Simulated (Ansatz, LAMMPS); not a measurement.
# Amorphous Ge (61 atoms): geometry optimisation, part 2 of 2

Aim: bring amorphous Ge (61 atoms) to a nearby minimum of the energy and see what moves.

Ansatz 0.2.0; Kohn-Sham DFT, revPBE, PAW (set soft_2), plane waves.

The cell: 61 Ge. The quench rate of 5 K/ps is orders of magnitude faster than experiment. The network of bonds at the start is that of the classical potential that made the cell. Only the Γ point is sampled, in a cell whose shortest periodic width is 11 Å.

So far. Step 4 (Relaxation): The relaxation changed the energy by -17.1 meV/atom, and atoms moved by 0.15 Å r.m.s., 0.29 Å at most.

## 6. Single point at the relaxed geometry

One more single point at the end of the walk gives the fuller output and checks the residual forces.

File input.yaml:

```yaml
crystal:
  lattice:
    - [11.3168, 0.0, 0.0]
    - [0.0, 11.3168, 0.0]
    - [0.0, 0.0, 11.3168]
  atoms:
    - { symbol: Ge, position: [0.16178, 0.00491, 0.36811] }
    - { symbol: Ge, position: [0.50549, 0.2605, 0.7897] }
    - { symbol: Ge, position: [0.38194, 0.92855, 0.69406] }
    - { symbol: Ge, position: [0.52033, 0.63297, 0.79358] }
    - { symbol: Ge, position: [0.32526, 0.90942, 0.19791] }
    - { symbol: Ge, position: [0.88507, 0.90848, 0.63212] }
    - { symbol: Ge, position: [0.30056, 0.44323, 0.61967] }
    - { symbol: Ge, position: [0.32985, 0.13104, 0.75005] }
    - { symbol: Ge, position: [0.42702, 0.54596, 0.47652] }
    - { symbol: Ge, position: [0.76086, 0.57414, 0.54892] }
    - { symbol: Ge, position: [0.95472, 0.01211, 0.28196] }
    - { symbol: Ge, position: [0.08628, 0.75691, 0.93065] }
    - { symbol: Ge, position: [0.2286, 0.22422, 0.37329] }
    - { symbol: Ge, position: [0.65934, 0.75894, 0.18403] }
    - { symbol: Ge, position: [0.68637, 0.19373, 0.68602] }
    - { symbol: Ge, position: [0.1948, 0.89742, 0.58902] }
    - { symbol: Ge, position: [0.86934, 0.28814, 0.76314] }
    - { symbol: Ge, position: [0.8414, 0.5075, 0.7461] }
    - { symbol: Ge, position: [0.91017, 0.07539, 0.48967] }
    - { symbol: Ge, position: [0.66169, 0.42508, 0.0514] }
    - { symbol: Ge, position: [0.27942, 0.58706, 0.31973] }
    - { symbol: Ge, position: [0.45417, 0.82378, 0.87604] }
    - { symbol: Ge, position: [0.24707, 0.05821, 0.05755] }
    - { symbol: Ge, position: [0.13484, 0.09409, 0.86486] }
    - { symbol: Ge, position: [0.37603, 0.22785, 0.09901] }
    - { symbol: Ge, position: [0.11552, 0.72371, 0.49129] }
    - { symbol: Ge, position: [0.98733, 0.40882, 0.48693] }
    - { symbol: Ge, position: [0.55785, 0.06168, 0.39755] }
    - { symbol: Ge, position: [0.55211, 0.94893, 0.21089] }
    - { symbol: Ge, position: [0.2272, 0.2389, 0.5896] }
    - { symbol: Ge, position: [0.82145, 0.36661, 0.19161] }
    - { symbol: Ge, position: [0.11394, 0.54534, 0.61407] }
    - { symbol: Ge, position: [0.55017, 0.4193, 0.35314] }
    - { symbol: Ge, position: [0.05982, 0.91186, 0.76741] }
    - { symbol: Ge, position: [0.97127, 0.71068, 0.12129] }
    - { symbol: Ge, position: [0.77662, 0.74072, 0.99519] }
    - { symbol: Ge, position: [0.70129, 0.97888, 0.71085] }
    - { symbol: Ge, position: [0.66777, 0.06273, 0.06155] }
    - { symbol: Ge, position: [0.01126, 0.22981, 0.60677] }
    - { symbol: Ge, position: [0.55829, 0.56065, 0.1855] }
    - { symbol: Ge, position: [0.29779, 0.77142, 0.02009] }
    - { symbol: Ge, position: [0.89494, 0.73914, 0.48975] }
    - { symbol: Ge, position: [0.43529, 0.23149, 0.3149] }
    - { symbol: Ge, position: [0.29592, 0.40779, 0.99381] }
    - { symbol: Ge, position: [0.99818, 0.48829, 0.1516] }
    - { symbol: Ge, position: [0.76498, 0.39265, 0.40506] }
    - { symbol: Ge, position: [0.55118, 0.91027, 0.56473] }
    - { symbol: Ge, position: [0.08169, 0.41393, 0.96708] }
    - { symbol: Ge, position: [0.15397, 0.77052, 0.27463] }
    - { symbol: Ge, position: [0.03791, 0.5709, 0.81581] }
    - { symbol: Ge, position: [0.56199, 0.23915, 0.9948] }
    - { symbol: Ge, position: [0.56721, 0.68464, 0.57947] }
    - { symbol: Ge, position: [0.84956, 0.81302, 0.28645] }
    - { symbol: Ge, position: [0.12713, 0.42328, 0.32017] }
    - { symbol: Ge, position: [0.66007, 0.90645, 0.90951] }
    - { symbol: Ge, position: [0.35547, 0.5808, 0.11459] }
    - { symbol: Ge, position: [0.9757, 0.22394, 0.94711] }
    - { symbol: Ge, position: [0.69997, 0.56694, 0.89293] }
    - { symbol: Ge, position: [0.86177, 0.15369, 0.13056] }
    - { symbol: Ge, position: [0.40137, 0.45161, 0.80655] }
    - { symbol: Ge, position: [0.72328, 0.18782, 0.47239] }
kpoints:
  mp_grid: { grid: [1, 1, 1] }
hamiltonian:
  xc: revpbe
scf:
  occupations: { method: fermi_dirac, width: 0.05 }
output:
  forces: true
  stress: true
  populations: true
  dos:
    method: { smearing: { sigma: 0.08 } }
    de: 0.1
    projected: { site_lists: { Ge: [Ge] } }
  eigenvalues: true
  write_density: true
  write_potential: true
  volumetric_format: npy
  elf: true
```

The run is started by

```
$ ansatz run input.yaml --threads 4 --pin off --max-ram 8192MiB --backend cpu --events-out ev --progress --plain --runs-dir out
```

Numbers of over 12 decimals in the logs are rounded to 6 here.

Output:

```text
[...]
Crystal: 61 atoms, lattice volume = 1449.342 Å³
Basis set: ecut = 420 eV, 28353 PW (Γ), exchange–correlation on 160×160×160 points (8 copies of the dense FFT grid, shifted against one another)
Bands: 513, of which v1, the nominal top of the filled ones, is band 427 counted from 1 (426 counted from 0)
Symmetry: 1 space group operations
[...]
k-points: 1
[...]
SCF iter   1: F=—  HF=-262229.562201 eV  |F-HF|=—  |Δ(HF+E_count)|=         —  Δρ=4.19e-3  dr2=6.58e-1  ethr=1.77e-3  ⟨swp⟩=6.0  Hψ=1816  notcnv=0
[...]
SCF iter  10: F=-262229.434508 eV  HF=-262229.434508 eV  |F-HF|=1.07e-8  |Δ(HF+E_count)|=   1.20e-7  Δρ=8.08e-7  dr2=1.56e-8  ethr=1.17e-11  ⟨swp⟩=12.0  Hψ=3322  notcnv=0
SCF 1 converged in 10 iterations: F = -262229.434508 eV  dr2 = 1.56e-8
[...]
SCF converged after 10 iterations
Free energy (F): -262229.434508 eV
[...]
Internal energy: -262229.378047 eV  (E = F + TS)
E sigma→0 (E₀):  -262229.406278 eV
Entropy (-TS):   -0.056461 eV (-0.926 meV/atom)
Fermi energy:    7.784199 eV
[...]
--- Forces (eV/Å), atoms counted from 1 ---
  atom   1  Ge     0.01397465    -0.00084109     0.00414917
  atom   2  Ge    -0.00410600    -0.00202191    -0.00248961
  atom   3  Ge    -0.00231831    -0.00534249     0.00112080
  atom   4  Ge    -0.00332683     0.00391020     0.00351658
  atom   5  Ge     0.00390541    -0.00438372    -0.00291692
  atom   6  Ge     0.00997467     0.00108939     0.00357454
  atom   7  Ge     0.00148409    -0.00015400     0.00010793
  atom   8  Ge     0.00118324     0.00843290     0.00278804
  atom   9  Ge    -0.00135095    -0.00234330    -0.00224459
  atom  10  Ge    -0.00652888    -0.00206258     0.00180511
  atom  11  Ge    -0.00334788    -0.00102602    -0.01033632
  atom  12  Ge     0.00148261    -0.00357521     0.00903996
  atom  13  Ge    -0.00481407     0.00059875     0.00899772
  atom  14  Ge     0.00159842    -0.00532028    -0.00031494
[...]
atom  60  Ge     0.00619692     0.00074681    -0.00008301
  atom  61  Ge     0.00211804     0.00403026    -0.00277539
  max |Σ_I F_I| component: 9.16e-6 eV/Å
--- Stress (GPa, compression-positive) ---
        4.193814      -1.091796      -0.931121
       -1.091796       2.443939       0.758801
       -0.931121       0.758801       3.053181
  P = ⅓ Tr σ = 3.2303 GPa (32.303 kbar)
--- Band table (eV) ---
[...]
--- Löwdin populations: 61 sites ---
  site symbol       q [e]
     0     Ge     13.9187
     1     Ge     13.9779
     2     Ge     13.9632
[...]
60     Ge     13.9858
  spilling = 0.001668 (of n_electrons = 854.000000)
```

Elapsed: 36 s, on 4 threads of Arm Neoverse V2, shared host; peak memory 2.2 GiB; 2.3 min of CPU time.

Read from the output:

```yaml
free_energy: -262229.4345 eV
free_energy_per_atom: -4298.8432 eV/atom
scf_cycles: 10
pressure: 3.23 GPa
r_m_s_force_component: 0.00534 eV/Å
longest_force: 0.02934 eV/Å
fermi_energy: 7.784 eV
spacing_of_highest_filled_and_lowest_empty_level: 0.2791 eV
levels_partly_filled_by_over_2_per_cent: 2
spilling_of_the_projection: 0.001668
```

The mean of these charges, 0.023 e, is only the charge that the projection spills.

Löwdin charges by element and coordination (they lack the spilled electrons, 0.023 e an atom on average):

```csv
element,coordination,atoms,mean charge (e),spread,least,most
Ge,all,61,0.0233,0.0244,-0.0245,0.132
Ge,3,1,0.132,0,0.132,0.132
Ge,4,55,0.0209,0.0177,-0.0245,0.066
Ge,5,5,0.0288,0.0366,-0.0129,0.0813
```

States in the cell by windows of 1 eV, zero at the Fermi level; the larger projections on atomic orbitals stand beside the total:

```csv
from (eV),to (eV),total,Ge p,Ge s
-10,-9,16.9,5.1,11.7
-9,-8,13.3,4.3,9.0
-8,-7,20.1,7.4,12.7
-7,-6,15.5,7.0,8.4
-6,-5,12.5,6.8,5.6
-5,-4,11.6,8.2,3.3
-4,-3,24.0,22.3,1.5
-3,-2,31.8,29.3,2.3
-2,-1,41.3,38.7,2.3
-1,0,21.2,19.2,1.8
0,1,15.2,10.5,4.2
1,2,25.2,17.3,6.6
2,3,34.8,25.1,6.7
3,4,35.2,25.9,4.9
4,5,36.5,26.7,3.5
```

The curve was stored every 0.10 eV, coarse against its broadening of 0.08 eV, so these counts are rough.

Between -25 and -10 eV lie 646 more states.

The levels nearest the highest filled one (over half full), pooled over k-points and spins:

```csv
level less the highest filled one (eV),occupation
-0.562,2
-0.447,2
-0.350,2
-0.230,2.00
-0.105,1.98
0,1.88
0.279,0.111
0.355,0.026
0.553,0
0.685,0
0.821,0
0.949,0
```

Electrostatic potential energy in the ac plane at fractional y = 0.224, with atoms of Ge within 0.2 Å of it. With pseudopotentials it is smooth inside the atoms' cores, unlike the true potential.

Ten even steps from '_' (-30 eV) to '@' (11 eV), each cell a mean:
```
__--##@@@@@@@@@@@@@@@@@@@@@@@@##--____..++%%@@@@@@@@@@@@##--____
__--##@@@@@@@@@@@@@@@@@@@@@@@@%%**==--++##@@@@@@@@@@@@@@##--____
--**%%@@@@@@@@@@@@@@@@@@@@@@@@%%####%%%%@@@@@@@@@@@@@@@@%%**--::
%%@@@@@@@@@@@@@@@@@@@@@@@@%%##==--==##%%@@@@@@@@@@@@@@%%%%%%%%%%
@@@@@@@@@@@@@@@@@@%%%%%%%%%%==..__..==%%@@@@@@@@@@%%##++++**%%@@
@@@@@@@@@@@@@@@@@@%%####%%%%++::..::++####**++##%%%%**----++%%@@
%%@@@@@@@@@@@@@@%%%%##%%%%%%##**++**####==....::**%%##++++**%%%%
==++##@@@@%%######%%%%@@@@@@@@@@%%@@%%##--____..++%%%%%%%%%%##++
____--##%%++::..::++%%@@@@@@@@@@@@@@@@%%++--::==##%%@@@@@@%%==..
____::**##--______--##@@@@@@@@@@@@@@@@@@%%####%%%%@@@@@@@@##--__
..::++%%%%==..__..==%%@@@@@@@@@@@@@@@@@@@@%%##**##%%@@@@@@%%**--
####%%@@@@%%**++**%%@@@@@@@@@@@@@@@@@@@@%%++::..--**%%@@@@@@@@%%
@@@@@@@@@@%%######%%@@@@@@@@@@@@@@@@@@@@##==..__..==%%@@@@@@@@@@
@@@@@@@@%%**--::::++%%@@@@%%%%@@@@@@@@@@%%**--::--**%%@@@@@@@@@@
@@@@@@@@##--______::##%%##====**%%@@@@@@@@%%######%%@@@@@@@@@@@@
@@@@@@@@%%==..____--##**--____..++%%@@@@@@@@@@@@@@@@@@@@@@@@@@@@
@@@@@@@@@@##++====##%%**::______==%%@@@@@@@@@@@@@@@@@@@@@@@@@@@@
@@@@@@@@@@@@%%%%%%@@@@%%++::..--**%%@@@@@@@@@@@@@@@@@@@@@@@@@@@@
@@@@@@@@@@@@@@@@@@@@@@%%%%####%%@@@@@@@@@@@@@@@@@@@@@@%%@@@@@@@@
@@@@@@@@@@@@@@@@@@@@##**++**%%@@@@@@@@@@@@@@@@@@@@%%##****%%@@@@
@@@@@@@@@@@@@@@@@@##--..__..++%%@@@@@@@@@@@@@@@@@@%%**====**%%@@
@@@@@@@@@@@@@@@@@@**::______==##%%%%%%%%@@@@@@@@@@%%##++++##%%@@
%%@@@@@@@@@@@@@@@@##==....::++##++--::==##%%@@@@@@@@%%%%%%%%%%%%
==##%%@@@@@@@@@@@@@@%%****##%%**::____..==%%@@@@@@@@@@@@%%##==--
```
Columns run along a (11.3 Å; values clipped at the 3rd and 97th percentile), rows up along c (11.3 Å). Atoms in or near the plane, at fractional coordinates: Ge at (0.23, 0.37), Ge at (0.38, 0.10), Ge at (0.23, 0.59), Ge at (0.01, 0.61), Ge at (0.44, 0.31), Ge at (0.56, 0.99), Ge at (0.98, 0.95).

ELF in the ac plane at fractional y = 0.224, with atoms of Ge within 0.2 Å of it. It is the smooth field of the valence electrons, not physical close to the nuclei.

Values, 13 rows by 16 columns, each cell a mean:
```
0.20 0.39 0.15 0.05 0.06 0.12 0.20 0.42 0.32 0.24 0.39 0.13 0.03 0.27 0.39 0.07
0.35 0.44 0.33 0.20 0.15 0.18 0.26 0.43 0.57 0.57 0.26 0.06 0.16 0.49 0.63 0.39
0.19 0.19 0.23 0.26 0.39 0.48 0.61 0.31 0.18 0.46 0.39 0.38 0.55 0.43 0.45 0.45
0.41 0.32 0.23 0.31 0.49 0.45 0.53 0.44 0.42 0.64 0.34 0.27 0.61 0.45 0.44 0.59
0.18 0.51 0.56 0.28 0.42 0.49 0.20 0.19 0.32 0.49 0.34 0.29 0.42 0.28 0.47 0.37
0.16 0.45 0.47 0.13 0.26 0.38 0.09 0.01 0.04 0.30 0.62 0.59 0.40 0.14 0.27 0.30
0.32 0.20 0.41 0.58 0.58 0.31 0.09 0.07 0.05 0.22 0.40 0.19 0.30 0.30 0.19 0.35
0.05 0.12 0.38 0.22 0.29 0.52 0.43 0.38 0.27 0.17 0.39 0.36 0.42 0.29 0.07 0.07
0.02 0.23 0.45 0.19 0.31 0.62 0.22 0.15 0.41 0.16 0.14 0.27 0.21 0.07 0.03 0.02
0.02 0.10 0.39 0.38 0.32 0.44 0.35 0.30 0.41 0.13 0.02 0.04 0.18 0.32 0.27 0.10
0.05 0.01 0.04 0.09 0.28 0.46 0.55 0.56 0.23 0.04 0.02 0.10 0.47 0.57 0.50 0.30
0.19 0.05 0.03 0.20 0.46 0.19 0.09 0.47 0.42 0.29 0.20 0.10 0.34 0.41 0.43 0.43
0.42 0.25 0.05 0.10 0.32 0.32 0.34 0.61 0.29 0.19 0.38 0.15 0.12 0.34 0.56 0.48
```
Columns run along a (11.3 Å), rows up along c (11.3 Å). Atoms in or near the plane, at fractional coordinates: Ge at (0.23, 0.37), Ge at (0.38, 0.10), Ge at (0.23, 0.59), Ge at (0.01, 0.61), Ge at (0.44, 0.31), Ge at (0.56, 0.99), Ge at (0.98, 0.95).

Löwdin charges run from -0.02 to +0.13 e, about a mean that is the spilled charge alone. Within 0.4 eV of the Fermi level the largest share is Ge p (80 % of the projected weight).

A closer look about Ge1, picked at random: 10 atoms, nearest first, numbered in the order of the input, with positions taken from that point.

```csv
atom,x,y,z,distance (Å),bonds,Löwdin charge (e)
Ge1,0.00,0.00,0.00,0.00,5,0.08
Ge11,-2.34,0.08,-0.97,2.54,4,0.01
Ge13,0.76,2.48,0.06,2.60,4,0.04
Ge16,0.37,-1.22,2.50,2.81,4,0.00
Ge49,-0.09,-2.65,-1.06,2.86,5,0.05
Ge5,1.85,-1.08,-1.93,2.88,5,-0.01
Ge19,-2.85,0.80,1.38,3.26,4,0.00
Ge26,-0.52,-3.18,1.39,3.51,4,0.04
Ge23,0.97,0.60,-3.51,3.69,3,0.13
Ge30,0.74,2.65,2.51,3.72,4,0.03
```

The column of bonds counts only the pairs Ge-Ge within 3.02 Å; other neighbours, such as metal atoms beside each other in a compound, aren't counted, and periodic images can show an atom twice.

## 7. Summary of results

| Quantity | Value |
| --- | --- |
| energy change in the relaxation | -17.1 meV/atom |
| r.m.s. displacement | 0.153 Å |
| largest displacement | 0.295 Å |
| free energy per atom | -4298.8432 eV/atom |
| pressure | 3.23 GPa |
| r.m.s. force component | 0.00534 eV/Å |
| spacing of highest filled and lowest empty level | 0.2791 eV |
| wall time of the 3 DFT runs | 2.6 min |

What this shows: Relaxation lowers the energy by 17.1 meV/atom and moves atoms by 0.15 Å r.m.s.; the r.m.s. force component goes from 0.22 to 0.0053 eV/Å, the pressure goes from 3.7 to 3.2 GPa. By the final cutoffs 0 of 123 bonded pairs parted and 1 joined. First to last step the energy falls by 1.043 eV; the largest move, 0.29 Å, is that of Ge21. The Ge-Ge bonds go from 2.500 Å (spread 0.071) to 2.512 Å (spread 0.080), and their number from 123 to 124. With the cutoffs above, 90 % of Ge atoms have 4 bonded neighbours. The highest filled and lowest empty levels lie 0.279 eV apart (at Γ alone), but 2 levels are partly filled, by over 2 %, under the smearing.

**Limits.** The starting topology of bonds comes from the classical model; in DFT 0 of its 123 bonded pairs passed out of the cutoffs and 1 came within them. The pressure of 3.2 GPa shows the cell to be compressed for this functional.

[Logs are printed without paths, hosts, clocks, repeated set-up lines and the standing remarks that a program may print on its own settings, such as how far it seeks lower states.]

[Hosts, paths, dates, database ids (printed as entryN), source tags and the programs' standing remarks are cut or masked in the printed files.]
